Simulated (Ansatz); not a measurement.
# Cu2Pd (built on the sites of a database entry of Li2Pt): phonons and vibrational spectra, part 2 of 2

Aim: the vibrations of Cu2Pd (built on the sites of a database entry of Li2Pt), their spectra, and whether the structure is stable.

Ansatz 0.2.0; DFT PBEsol, scalar-relativistic, plane waves, PAW.

So far. Step 4 (Tight relaxation): The forces vanish by symmetry and the pressure is -0.001 GPa, within the tolerances set. The cell now holds 12.59 Å³/atom. Step 5 (Modes at Γ): Before it was imposed, the acoustic sum rule was missed by 3.9e-5 eV/Å². Small misses are needed for a sound result but don't prove that mesh and cutoff are converged. The lowest optical mode is imaginary, 50.2i cm⁻¹, so the energy falls along it. The relaxed cell has a = 4.109, c = 2.583 Å (conventional setting).

The structure was built from a prototype and need not be the compound's stable phase.

**6. Response at finite wavevector**

Stability and thermal properties need the whole zone. Linear response on a 3×3×4 q mesh gives force constants as far as a supercell of that size would.

Input file input.yaml:

```yaml
crystal:
  lattice:
    - [4.1086750818, 0.0, 0.0]
    - [-2.0543375409, 3.5582169968, 0.0]
    - [0.0, 0.0, 2.5830741128]
  atoms:
    - { symbol: Cu, position: [0.3333333333, 0.6666666667, 0.5] }
    - { symbol: Cu, position: [0.6666666667, 0.3333333333, 0.5] }
    - { symbol: Pd, position: [0.0, 0.0, 0.0] }
kpoints:
  mp_grid: { grid: [12, 12, 16] }
hamiltonian:
  xc: pbesol
scf:
  occupations: { method: methfessel_paxton, width: 0.2 }
output:
  eigenvalues: true
phonons:
  method: dfpt
  qmesh: [3, 3, 4]
  temperatures: { t_max: 1000, t_step: 50 }
  qpath:
    path:
      - [[0.0, 0.0, 0.0], [0.5, 0.0, 0.0], [0.33333333, 0.33333333, 0.0], [0.0, 0.0, 0.0], [0.0, 0.0, 0.5], [0.5, 0.0, 0.5], [0.33333333, 0.33333333, 0.5], [0.0, 0.0, 0.5]]
      - [[0.5, 0.0, 0.5], [0.5, 0.0, 0.0]]
      - [[0.33333333, 0.33333333, 0.5], [0.33333333, 0.33333333, 0.0]]
    npoints: 10
```

Started as:

```
$ ansatz run input.yaml --threads 8 --pin off --max-ram 14336MiB --backend cpu --events-out ev --progress --plain --runs-dir out
```

Numbers of over 12 decimals in the logs are rounded to 6 here.

Log:

```text
Warning: phonons: the dynamical matrix that this run interpolates holds no multipole term above the dipole-dipole one, and a site of this crystal is no centre of inversion, so its interpolated transverse optical and acoustic branches and sound speeds can stay off near Gamma, and the density of states and the thermodynamics with them. What a run solves at a wave vector of phonons.qpoints, Gamma apart, where the deck admits one, is free of this, and under fd what a larger phonons.supercell samples
[...]
Crystal: 3 atoms, lattice volume = 37.763 Å³
Basis set: ecut = 420 eV, 717 PW (Γ), exchange–correlation on 60×60×36 points (8 copies of the dense FFT grid, shifted against one another)
Bands: 34, of which v1, the nominal top of the filled ones, is band 28 counted from 1 (27 counted from 0)
Symmetry: 24 space group operations
k-points: 171 of 2304
[...]
SCF iter   1: F=—  HF=-20084.312335 eV  |F-HF|=—  |Δ(HF+E_count)|=         —  Δρ=1.69e-2  dr2=5.85e-2  ethr=1.77e-3  ⟨swp⟩=5.1  Hψ=21897  notcnv=0
[...]
SCF iter   8: F=-20084.298200 eV  HF=-20084.298200 eV  |F-HF|=3.64e-12  |Δ(HF+E_count)|=  3.64e-12  S|Δr|=    0.00e0  Δρ=7.18e-8  dr2=8.70e-13  ethr=1.00e-12  ⟨swp⟩=7.8  Hψ=28167  notcnv=0
SCF 1 converged in 8 iterations: F = -20084.298200 eV  dr2 = 8.70e-13
[...]
SCF iter   4: F=-20084.298200 eV  HF=-20084.298200 eV  |F-HF|=3.64e-12  |Δ(HF+E_count)|=  7.28e-12  S|Δr|=    0.00e0  Δρ=1.42e-7  dr2=3.51e-12  ethr=1.00e-12  ⟨swp⟩=2.7  Hψ=11567  notcnv=0
SCF 2 converged in 4 iterations: F = -20084.298200 eV  dr2 = 3.51e-12
phonons: the bands overlap, so this run is a metal and interpolates without the dipole-dipole term. If the crystal is really an insulator or semiconductor, its LO-TO splitting is missing
NSCF: frozen V_eff on 171 k-points
WARN: eigensolver did not converge (k=58): 1 band(s) unlocked after 20 sweeps at ethr=1.54e-12 eV (storage-precision floor; scheduled 1.00e-12 eV) (lowest unlocked band 33, counted from 0; max residual 2.50e-6 eV among the unlocked bands, 2.50e-6 eV over every band; other slots of this pass that fall short are told together in one closing line; warning suppressed until the next SCF loop or pass starts)
WARN: eigensolver did not converge in 4 slots of this pass, the one above among them; of largest residual over every band (k=162): 1 band(s) unlocked (lowest unlocked band 33, counted from 0; max residual 4.15e-4 eV among the unlocked bands, 4.15e-4 eV over every band); of lowest unlocked band (k=58): band 33
[...]
DFPT response loops at q = (0, 0, 0) (fractional): preconditioner auto → Kerker (q_TF=auto, 2.913 Å⁻¹) (partly filled bands, converged f_vac=0.000); β = 1.00, the filter's whole step (`scf.mixing.beta` (0.50) is not read by the response loops under this deck's `scf.mixing.preconditioner`; to damp them name `kerker` or `kerker_dos`, under which they read `scf.mixing.beta`, and type it under 1.00, their step now; both keys bind the ground state too); Broyden in place of MSR1
[...]
SCF converged after 8 iterations
[...]
Free energy (F): -20084.298200 eV
[...]
Internal energy: -20084.300839 eV  (E = F + TS)
E sigma→0 (E₀):  -20084.298860 eV
Entropy (-TS):   0.002640 eV (0.880 meV/atom)
Fermi energy:    18.066231 eV
[...]
--- Band table (eV; the first three rows and the last of 171) ---
  k-point 0: bands = [... 24 lower, 16.0042, 16.0042, 17.4584, 17.4584, 23.9455, 23.9455, 24.1871, 24.6288, ... 2 higher]
  k-point 1: bands = [... 24 lower, 16.0031, 16.0031, 17.4253, 17.4253, 24.1100, 24.1100, 24.2203, 24.6651, ... 2 higher]
  k-point 2: bands = [... 24 lower, 16.1565, 16.1565, 17.3451, 17.3451, 24.3214, 24.5759, 24.5759, 24.7709, ... 2 higher]
  k-point 170: bands = [... 24 lower, 16.9779, 16.9779, 17.9196, 19.5382, 21.1671, 21.1671, 23.1208, 23.1208, ... 2 higher]
--- Phonons (Γ-DFPT): 4 representative perturbations + reference (Σ response iterations 15) ---
  ASR residual: 3.698e-5 → 0.000e0 eV/Å²; symmetrization residual: 1.693e-5 eV/Å²
  ASR residual per site (eV/Å²): 3.70e-5 3.70e-5 1.94e-5
  Γ frequencies (cm⁻¹): -50.19 0.00 0.00 0.00 127.16 172.46 172.46 256.53 256.53
--- Phonons (arbitrary-q DFPT): 9 irreducible q on the 3×3×4 mesh ---
  q = [0.0000, 0.0000, 0.0000] (star 1, of the zone-centre solve; hermiticity 3.65e-6, symmetrization 7.25e-12): -50.19 -0.00 -0.00 0.00 127.16 172.46 172.46 256.53 256.53
  q = [0.0000, 0.0000, 0.2500] (star 2, 4 solved perturbations in 1984 linear systems a pass and spin channel, the states on 688 of 2304 k-point pairs; hermiticity 1.05e-6, symmetrization 4.84e-12): 61.28 61.28 95.69 137.09 155.44 155.44 215.23 255.52 255.52
[...]
q = [0.0000, 0.3333, 0.0000] (star 6, 6 solved perturbations on 702 of 2304 k-point pairs; hermiticity 5.78e-6, symmetrization 7.78e-11): -30.40 54.13 79.54 108.19 130.30 144.66 161.24 244.89 265.95
[...]
sum rule: each row above includes the acoustic sum rule's correction from the zone centre's row sums; it moved no ω² by more than (0.40 cm⁻¹)²
  mesh force constants: q→R imaginary residual 1.18e-16; ASR residual 3.698e-5 → 0.000e0 eV/Å²; symmetrization residual 1.776e-14 eV/Å²
  interpolated dispersion: 93 rows × 9 modes
  density of states and harmonic sums: on the 18×18×24 q-mesh, interpolated from the force constants of a 3×3×4 supercell (no non-analytic term)
  largest difference from the sums on the solved wave vectors: F 5.28e-2 eV, S 6.92e-5 and C_V 1.66e-5 eV/K
  zero-point energy: 0.087931 eV/cell   skipped modes (ω ≤ 0): 57, of them read as no rigid motion or as one in doubt: 54 (8.668e-2 modes/cell left out, lowest -50.19 cm⁻¹)   left out of the sums: 9.67e-3 of the cell's modes: C_V's classical limit lies that fraction below 3 k_B per atom; for a crystal, a wire or a layer, F and S can be off by more, and a phonons.interpolated_qmesh denser along its periods is the remedy for the sampling
```

The job ended after 6.2 min (8 threads of Intel Xeon Platinum 8488C (Sapphire Rapids), shared host; peak memory 4.2 GiB; 45 min of CPU time).

Numbers from this step:

* sum-rule residual before enforcement: 3.70e-5 eV/Å²
* lowest frequency on the path: -50.19 cm⁻¹
* highest frequency on the path or at a solved wavevector: 290.3 cm⁻¹
* lowest mode on the q mesh (acoustic modes at Γ apart): -50.19 cm⁻¹

Frequencies (cm⁻¹) solved at each irreducible wavevector; negative means imaginary. Frequencies by wavevector, by row:

```csv
q in reciprocal lattice units,star,mode 1,mode 2,mode 3,mode 4,mode 5,mode 6,mode 7,mode 8,mode 9
0 0 0,1,-50.2,0,0,0,127.2,172.5,172.5,256.5,256.5
0 0 0.25,2,61.3,61.3,95.7,137.1,155.4,155.4,215.2,255.5,255.5
0 0 -0.5,1,119.6,119.6,121,121,140.6,176.7,254.7,254.7,270.2
0 0.3333 0,6,-30.4,54.1,79.5,108.2,130.3,144.7,161.2,244.9,265.9
0 0.3333 0.25,12,90,90.1,109,136,153.5,157.8,208.4,243.9,262.1
0 0.3333 -0.5,6,88.1,111.4,116.6,152.1,153.1,185.3,231.8,259.1,279.7
0.3333 0.3333 0,2,54.5,54.5,88.7,110.6,115.1,115.1,216.7,216.7,268.8
0.3333 0.3333 0.25,4,88.6,88.6,112.9,144.4,144.4,201.3,209,209,269.1
0.3333 0.3333 -0.5,2,97.7,97.7,114.6,174.8,174.8,202.1,202.1,241,290.3
```

Interpolated from a 3×3×4 q mesh. The phonon branches at the labelled points (cm⁻¹):

```csv
point,branch 1,branch 2,branch 3,branch 4,branch 5,branch 6,branch 7,branch 8,branch 9
Γ,-50,0,0,0,127,172,172,256,256
halfway,-39,41,60,112,116,156,159,251,263
M,-19,73,94,115,116,128,186,233,268
halfway,26,68,92,111,114,125,196,230,268
K,54,54,89,111,115,115,217,217,269
halfway,-32,45,66,113,124,150,159,248,265
Γ,-50,0,0,0,127,172,172,256,256
halfway,61,61,96,137,155,155,215,256,256
A,120,120,121,121,141,177,255,255,270
halfway,98,114,117,137,149,184,242,258,276
L,79,109,117,158,178,186,211,261,283
halfway,86,110,112,164,183,184,212,250,287
H,98,98,115,175,175,202,202,241,290
halfway,96,113,114,143,152,184,242,252,280
A,120,120,121,121,141,177,255,255,270
jump to L,79,109,117,158,178,186,211,261,283
halfway,86,112,113,116,157,183,194,239,264
M,-19,73,94,115,116,128,186,233,268
jump to H,98,98,115,175,175,202,202,241,290
halfway,89,89,113,144,144,201,209,209,269
K,54,54,89,111,115,115,217,217,269
```

The phonon branches as a text plot (rows in cm⁻¹):

```
    283 |                           ***********  *       ***
    269 |   ***********         ****           ** *******   *****
    255 |***         ********************    ****** *
    241 |   ***     *        *     **    ******      *   **
    226 |      *** *                 *     **         ***  **
    212 |        **                   ****       ***        *****
    198 |       *  *        *            **         *    ***
    184 |     **    *            ********* **************    *
    170 |**  *         *****   **    ** *****     ****   ***
    156 |  **        **     ***     ****    **   **   *     * *
    141 |                 *   *******        ****  * **      *
    127 |** *****  *** ***    ******           **   *  **     **
    113 |  **  ****  **     **  *********************************
     99 |  * ****  ** *    *   *   *     *** **      *  *****   *
     85 |        ** *         *     *****  **    *******     *
     70 | * *****    *    * **                        * *     **
     56 |        **** **   *                                    *
     42 | ***    * * **  * **                          *
     28 |***    *      ** *
     14 |*          *  ***                              *
     -1 |
    -15 |     **          *
    -29 |   **       *
    -43 |***          ****
         Γ    M   K     Γ       A     L   H    A|L     M|H      K
```

Tetrahedra on a 18×18×24 mesh, mean over bins of 5 cm-1. Interpolated from a 3×3×4 q mesh. The phonon density of states by wavenumber; read off at these points:

```csv
wavenumber (cm⁻¹),phonon density of states (1/cm⁻¹/cell)
-52,0
-42,0.00175
-28,0.00201
-18,0.00168
-2,0.0015
8,0.00171
18,0.00262
32,0.00577
42,0.00877
52,0.0117
68,0.0224
78,0.0289
88,0.0704
92,0.0603
102,0.0440
112,0.0607
128,0.0526
138,0.0576
148,0.0499
162,0.0455
172,0.0336
182,0.0501
188,0.0210
198,0.0116
208,0.0104
222,0.0166
232,0.0316
242,0.0361
258,0.0520
268,0.0753
282,0.0132
292,1.0e-5
```

The partial phonon density of states has structure finer than the step of the table below, so its rows give means over 10 cm⁻¹, whole bins alone (the curve runs from -60.2 to 309 cm⁻¹). Peaks (cm⁻¹: height): Cu 88.2: 0.0321, 113.7: 0.0401, 157.8: 0.0365, 181.0: 0.0368, 264.5: 0.0589; Pd 90.6: 0.0349, 130.0: 0.0280, 183.3: 0.0140, 278.4: 0.0104.

Phonopy on the run's constants, 15x15x21 mesh, Gaussian sigma 2.6 cm-1. Interpolated from a 3×3×4 q mesh. Partial phonon density of states against wavenumber; means over each step; values in 1/cm⁻¹/cell:

```csv
wavenumber (cm⁻¹),Cu,Pd
-50,6.4e-4,0
-40,0.00213,5.5e-6
-30,0.00197,2.2e-5
-20,0.00231,5.5e-5
-10,6.7e-4,1.6e-5
0,5.9e-4,4.9e-5
10,0.00199,1.7e-4
20,0.00285,4.5e-4
30,0.00415,0.00106
40,0.00615,0.00186
50,0.00867,0.00282
60,0.0117,0.00438
70,0.0183,0.00615
80,0.0238,0.0154
90,0.0292,0.0325
100,0.0219,0.0241
110,0.0350,0.0192
120,0.0277,0.0254
130,0.0250,0.0269
140,0.0333,0.0211
150,0.0346,0.0179
160,0.0336,0.0127
170,0.0272,0.0110
180,0.0308,0.00970
190,0.0142,0.00607
200,0.00582,0.00451
210,0.00960,0.00586
220,0.0118,0.00416
230,0.0203,0.00595
240,0.0276,0.00660
250,0.0379,0.00670
260,0.0499,0.00527
270,0.0329,0.00980
280,0.00443,0.00945
290,0.00122,0.00252
300,8.2e-6,1.3e-5
```

Symmetry leaves 9 wavevectors to solve. The lowest mode among them, the acoustic zeros apart, lies at Γ and is imaginary, 50.2i cm⁻¹, so the energy falls along it.

**7. Another isotope, element Cu, natural mass 63.546 amu**

An isotope changes the mass and not the force constants, so no new electronic calculation is needed; the shifts show which modes move this element.

The same force constants with the mass of Cu changed from 63.546 to 64.928 u (phonopy, no LO-TO term). Both lists are sorted by frequency; levels can cross, so a row need not hold one and the same mode. Modes under 3 cm⁻¹ are left out. Isotope shifts, by row:

```csv
q,rank,natural mass (cm⁻¹),changed mass (cm⁻¹)
0 0 0,1,-50.19,-49.65
0 0 0,5,127.2,126.5
0 0 0,6,172.5,171.6
0 0 0,7,172.5,171.6
0 0 0,8,256.5,253.8
0 0 0,9,256.5,253.8
0 0 0.25,1,61.28,60.94
0 0 0.25,2,61.28,60.94
0 0 0.25,3,95.69,94.66
0 0 0.25,4,137.1,135.7
0 0 0.25,5,155.4,154.7
0 0 0.25,6,155.4,154.7
0 0 0.25,7,215.2,215.1
0 0 0.25,8,255.5,252.8
0 0 0.25,9,255.5,252.8
0 0 -0.5,1,119.6,119.6
0 0 -0.5,2,119.6,119.6
0 0 -0.5,3,121,119.7
0 0 -0.5,4,121,119.7
0 0 -0.5,5,140.6,139.1
0 0 -0.5,6,176.7,174.8
0 0 -0.5,7,254.7,252
0 0 -0.5,8,254.7,252
0 0 -0.5,9,270.2,270.2
0 0.3333 0,1,-30.4,-30.09
0 0.3333 0,2,54.13,53.74
0 0.3333 0,3,79.54,79.07
0 0.3333 0,4,108.2,107.8
0 0.3333 0,5,130.3,130.2
0 0.3333 0,6,144.7,143.8
0 0.3333 0,7,161.2,159.5
0 0.3333 0,8,244.9,242.4
0 0.3333 0,9,265.9,263.3
```

A mode of this element alone would shift by -1.07 %. The highest zone-centre frequency without the field goes from 256.5 to 253.8 cm⁻¹ (-1.1 %).

**8. Isotope substitution, element Pd, natural mass 106.42 amu**

The same for Pd, from 106.42 to 109.91 u.

The same force constants with the mass of Pd changed from 106.420 to 109.905 u (phonopy, no LO-TO term). Both lists are sorted by frequency; levels can cross, so a row need not hold one and the same mode. Modes under 3 cm⁻¹ are left out. Isotope shifts, by row:

```csv
q,rank,natural mass (cm⁻¹),changed mass (cm⁻¹)
0 0 0,1,-50.19,-50.19
0 0 0,5,127.2,126
0 0 0,6,172.5,171
0 0 0,7,172.5,171
0 0 0,8,256.5,256.5
0 0 0,9,256.5,256.5
0 0 0.25,1,61.28,60.8
0 0 0.25,2,61.28,60.8
0 0 0.25,3,95.69,95.69
0 0 0.25,4,137.1,137
0 0 0.25,5,155.4,154.2
0 0 0.25,6,155.4,154.2
0 0 0.25,7,215.2,212
0 0 0.25,8,255.5,255.5
0 0 0.25,9,255.5,255.5
0 0 -0.5,1,119.6,117.7
0 0 -0.5,2,119.6,117.7
0 0 -0.5,3,121,121
0 0 -0.5,4,121,121
0 0 -0.5,5,140.6,140.6
0 0 -0.5,6,176.7,176.7
0 0 -0.5,7,254.7,254.7
0 0 -0.5,8,254.7,254.7
0 0 -0.5,9,270.2,265.9
0 0.3333 0,1,-30.4,-30.38
0 0.3333 0,2,54.13,53.83
0 0.3333 0,3,79.54,78.94
0 0.3333 0,4,108.2,107.1
0 0.3333 0,5,130.3,128.3
0 0.3333 0,6,144.7,143.6
0 0.3333 0,7,161.2,161.2
0 0.3333 0,8,244.9,244.7
0 0.3333 0,9,265.9,265.7
```

A mode of this element alone would shift by -1.60 %. The highest zone-centre frequency without the field goes from 256.5 to 256.5 cm⁻¹ (+0.0 %).

**9. Results**

| Quantity | Value |
| --- | --- |
| space group after relaxation (within 0.01 Å) | P6/mmm |
| volume per atom | 12.6 Å³ |
| electronic character | no gap on this mesh |
| highest optical mode at the zone centre (no LO-TO term) | 257 cm⁻¹ |
| lowest optical zone-centre mode | -50.2 cm⁻¹ |
| lowest mode on the q mesh (acoustic modes at Γ apart) | -50.2 cm⁻¹ |
| highest frequency on the path or at a solved wavevector | 290 cm⁻¹ |
| imaginary modes on the 3×3×4 q mesh | yes |

What this shows: Modes are clearly imaginary (beyond 10i cm⁻¹) at 2 of the 9 irreducible wavevectors, most at Γ (50.2i cm⁻¹), so this structure is not a minimum of the energy. The optical modes at Γ span -50 to 257 cm⁻¹ (negative means imaginary). The highest mode in this list at Γ, 256.5 cm⁻¹, is mostly motion of Cu (100 % of the kinetic energy). With no gap, or one that is small against the smearing, the frequencies hang on the k mesh and the smearing, most of all near Kohn anomalies. A phonon run warned that its eigensolver left some bands unconverged in a pass. The starting cell was built on a prototype and not taken from a measurement, so the phase need not exist. These are harmonic frequencies at zero temperature: anharmonic shifts, linewidths and thermal expansion are left out.

[Logs are printed without paths, hosts, clocks, repeated set-up lines and the standing remarks that a program may print on its own settings, such as how far it seeks lower states.]

[Hosts, paths, dates, database ids (printed as entryN), source tags and the programs' standing remarks are cut or masked in the printed files.]
